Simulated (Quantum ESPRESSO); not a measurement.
# Magnetic state of BaMn2Bi2 from several starts, part 2 of 2

Aim: find out which collinear order of BaMn2Bi2 costs least.

Quantum ESPRESSO 7.5; PBE; plane waves with GBRV 1.5 PBE potentials, no spin-orbit coupling.

So far, absolute magnetization (μB): step 2 (start 1: ferro ++) 8.69; step 3 (antiferromagnetic, Kohn–Sham states 45, start moments [0.0 …) 8.65.

## Step 4: Start 3: antiferro q=(0,1/2,0) +−+−

This order needs a doubled cell of 10 atoms. The wavevector q is in fractions of the reciprocal vectors of the crystal's primitive cell, as the cells of these inputs are built from it; moments change sign between cells as cos(2π q·R).

pw.in

```
&CONTROL
  calculation = 'scf'
  prefix = 'pwscf'
  outdir = './tmp'
  pseudo_dir = './pseudo'
  disk_io = 'nowf'
/
&SYSTEM
  ibrav = 0
  celldm(1) = 8
  nat = 10
  ntyp = 4
  ecutwfc = 40
  ecutrho = 280
  nbnd = 86
  occupations = 'smearing'
  smearing = 'fd'
  degauss = 0.00367493
  nspin = 2
  starting_magnetization(1) = 0
  starting_magnetization(2) = 0.2333
  starting_magnetization(3) = -0.2333
  starting_magnetization(4) = 0
/
&ELECTRONS
  conv_thr = 2d-08
  electron_maxstep = 150
  mixing_beta = 0.3
/
ATOMIC_SPECIES
Ba    137.3270 ba_pbe_v1.uspp.F.UPF
Mn1    54.9380 mn_pbe_v1.5.uspp.F.UPF
Mn2    54.9380 mn_pbe_v1.5.uspp.F.UPF
Bi    208.9804 bi_pbe_v1.uspp.F.UPF
CELL_PARAMETERS alat
  -0.5306079957522    0.5306079957522    1.7192208949910
   1.0612159915045   -1.0612159915045    3.4384417899820
   0.5306079957522    0.5306079957522   -1.7192208949910
ATOMIC_POSITIONS crystal
Ba      0.0000000000    0.0000000000    0.0000000000
Ba      0.0000000000    0.5000000000    0.0000000000
Mn1     0.2500000000    0.3750000000    0.5000000000
Mn2     0.2500000000    0.8750000000    0.5000000000
Mn1     0.7500000000    0.1250000000    0.5000000000
Mn2     0.7500000000    0.6250000000    0.5000000000
Bi      0.3667880000    0.1833940000    0.0000000000
Bi      0.3667880000    0.6833940000    0.0000000000
Bi      0.6332120000    0.3166060000    0.0000000000
Bi      0.6332120000    0.8166060000    0.0000000000
K_POINTS automatic
10 5 10 0 0 0
```

The run is started by

```console
> OMP_NUM_THREADS=1 mpirun -n 4 pw.x -nk 4 -in pw.in > pw.out
```

What it wrote:

```text
     [... lines left out ...]
Program PWSCF v.7.5 starts
     [... lines left out ...]
     number of atoms/cell      =           10
     [... lines left out ...]
     number of electrons       =       140.00
     number of Kohn-Sham states=           86
     kinetic-energy cutoff     =      40.0000  Ry
     charge density cutoff     =     280.0000  Ry
     scf convergence threshold =      2.0E-08
     [... lines left out ...]
      4 Sym. Ops., with inversion, found ( 2 have fractional translation)
     [... lines left out ...]
     number of k points=   141  Fermi-Dirac smearing, width (Ry)=  0.0037
     [... lines left out ...]
     iteration # 19     ecut=    40.00 Ry     beta= 0.30
     [... lines left out ...]
     Magnetic moment per site  (integrated on atomic sphere of radius R)
     atom   1 (R=0.363)  charge=  8.2205  magn= -0.0000
     atom   2 (R=0.363)  charge=  8.2205  magn= -0.0000
     atom   3 (R=0.274)  charge= 13.6174  magn=  3.9301
     atom   4 (R=0.274)  charge= 13.6174  magn= -3.9302
     atom   5 (R=0.274)  charge= 13.6174  magn=  3.9301
     atom   6 (R=0.274)  charge= 13.6174  magn= -3.9302
     atom   7 (R=0.274)  charge= 12.3037  magn= -0.0036
     atom   8 (R=0.274)  charge= 12.3037  magn=  0.0036
     atom   9 (R=0.274)  charge= 12.3037  magn= -0.0036
     atom  10 (R=0.274)  charge= 12.3037  magn=  0.0036
     [... lines left out ...]
     the Fermi energy is    10.4950 ev
!    total energy              =   -1726.60448275 Ry
     estimated scf accuracy    <          2.3E-09 Ry
     smearing contrib. (-TS)   =      -0.00318818 Ry
     [... lines left out ...]
     total magnetization       =    -0.00 Bohr mag/cell
     absolute magnetization    =    17.29 Bohr mag/cell
     convergence has been achieved in  19 iterations
```

Wall time 51 min (4 MPI ranks of Arm Neoverse V2, shared host); peak memory 4.9 GiB.

Spin moment in the atom's sphere by atom:

| atom | spin moment in the atom's sphere (μB) |
| --- | --- |
| Ba1 | 0.00 |
| Ba2 | 0.00 |
| Mn3 | 3.93 |
| Mn4 | -3.93 |
| Mn5 | 3.93 |
| Mn6 | -3.93 |
| Bi7 | 0.00 |
| Bi8 | 0.00 |
| Bi9 | 0.00 |
| Bi10 | 0.00 |

Read from the output:

| Property | Result |
| --- | --- |
| smearing term TS | 0.04338 eV |
| magnetization | 0 μB |
| absolute magnetization | 17.29 μB |
| final state | antiferromagnetic |

## Step 5: Run 4 (no spin polarisation)

pw.in

```
&CONTROL
  calculation = 'scf'
  prefix = 'pwscf'
  outdir = './tmp'
  pseudo_dir = './pseudo'
  disk_io = 'nowf'
/
&SYSTEM
  ibrav = 0
  celldm(1) = 8
  nat = 5
  ntyp = 3
  ecutwfc = 40
  ecutrho = 280
  nbnd = 45
  occupations = 'smearing'
  smearing = 'fd'
  degauss = 0.00367493
/
&ELECTRONS
  conv_thr = 1d-08
  electron_maxstep = 150
  mixing_beta = 0.3
/
ATOMIC_SPECIES
Ba    137.3270 ba_pbe_v1.uspp.F.UPF
Mn     54.9380 mn_pbe_v1.5.uspp.F.UPF
Bi    208.9804 bi_pbe_v1.uspp.F.UPF
CELL_PARAMETERS alat
  -0.5306079957522    0.5306079957522    1.7192208949910
   0.5306079957522   -0.5306079957522    1.7192208949910
   0.5306079957522    0.5306079957522   -1.7192208949910
ATOMIC_POSITIONS crystal
Ba      0.0000000000    0.0000000000    0.0000000000
Mn      0.2500000000    0.7500000000    0.5000000000
Mn      0.7500000000    0.2500000000    0.5000000000
Bi      0.3667880000    0.3667880000    0.0000000000
Bi      0.6332120000    0.6332120000    0.0000000000
K_POINTS automatic
10 10 10 0 0 0
```

What it wrote:

```text
     [... lines left out ...]
Program PWSCF v.7.5 starts
     [... lines left out ...]
     number of atoms/cell      =            5
     [... lines left out ...]
     number of electrons       =        70.00
     number of Kohn-Sham states=           45
     kinetic-energy cutoff     =      40.0000  Ry
     charge density cutoff     =     280.0000  Ry
     scf convergence threshold =      1.0E-08
     [... lines left out ...]
     16 Sym. Ops., with inversion, found
     [... lines left out ...]
     number of k points=   102  Fermi-Dirac smearing, width (Ry)=  0.0037
     [... lines left out ...]
     iteration # 16     ecut=    40.00 Ry     beta= 0.30
     [... lines left out ...]
     the Fermi energy is    10.1324 ev
!    total energy              =    -863.09137675 Ry
     estimated scf accuracy    <          6.1E-09 Ry
     smearing contrib. (-TS)   =      -0.00816894 Ry
     [... lines left out ...]
     convergence has been achieved in  16 iterations
```

It took 3.5 min on 4 MPI ranks; peak memory 0.99 GiB.

This step gave:

```
smearing term TS : 0.1111 eV
final state      : non-magnetic (no spin polarisation)
```

## Step 6: The states side by side

An order is kept where moments of 0.15 μB or more survive with the typed signs; meshes match where a doubled cell samples the same k points as the first cell.

Orders:

| start | final state | typed order kept | energy over the lowest (meV a seeded atom) | largest site moment (μB) | net moment (μB a cell of the first run) | mesh matched | CPU time (s) |
| --- | --- | --- | --- | --- | --- | --- | --- |
| ferro ++ | ferromagnetic | yes | 274.3 | 3.908 | 8.286 | yes | 1764 |
| antiferro +- | antiferromagnetic | yes | 0 | 3.925 | 0 | yes | 1622 |
| antiferro q=(0,1/2,0) +-+- | antiferromagnetic | yes | 134.2 | 3.93 | 0 | yes | 12166 |
| no spin polarisation | non-magnetic | - | 1569 | 0 | 0 | yes | 841.8 |

## Step 7: Couplings from the energies

E = −Σ J e·e over ordered pairs of unit vectors, so each pair counts twice. As many shells are taken as there are differences of energy, so the couplings are solved for and no residual tests the model; further shells are folded in, and shells whose pairs keep their relative signs in all orders cancel and are not probed. Couplings from the energies:

| pair | distance (Å) | neighbours an atom | J (meV) |
| --- | --- | --- | --- |
| Mn-Mn | 3.177 | 4 | -34.28 |
| Mn-Mn | 4.493 | 4 | -0.7274 |

## Step 8: Outcome

| Item | Value |
| --- | --- |
| lowest state found | antiferromagnetic (from antiferro +-) |
| largest site moment | 3.92 μB |
| next state with moments | antiferromagnetic, 134 meV a seeded atom higher |
| state without moments | 1569 meV a seeded atom higher |
| J of the weightiest shell (Mn-Mn, 3.18 Å; E = −Σ J e·e, ordered pairs) | -34.3 meV |

**Reading.** Forming the moments gains more than four times the spread of the orders, as local moments do. The largest moment changes by 0.55 % between the kept orders, as for well localised moments. Only these 4 starts were compared; other wavevectors, canted and longer-period orders were not.

[Logs and program files are shortened in this print: banners, set-up blocks, solver, clock and traceback lines can be left out without a mark of their own.]

[Logs are printed without paths, hosts, clocks, repeated set-up lines and the standing remarks that a program may print on its own settings, such as how far it seeks lower states.]

[Hosts, paths, dates, database ids (printed as entryN), source tags and the programs' standing remarks are cut or masked in the printed files.]

[Where a cell is said to come from a database of computed structures, the database is the Materials Project.]
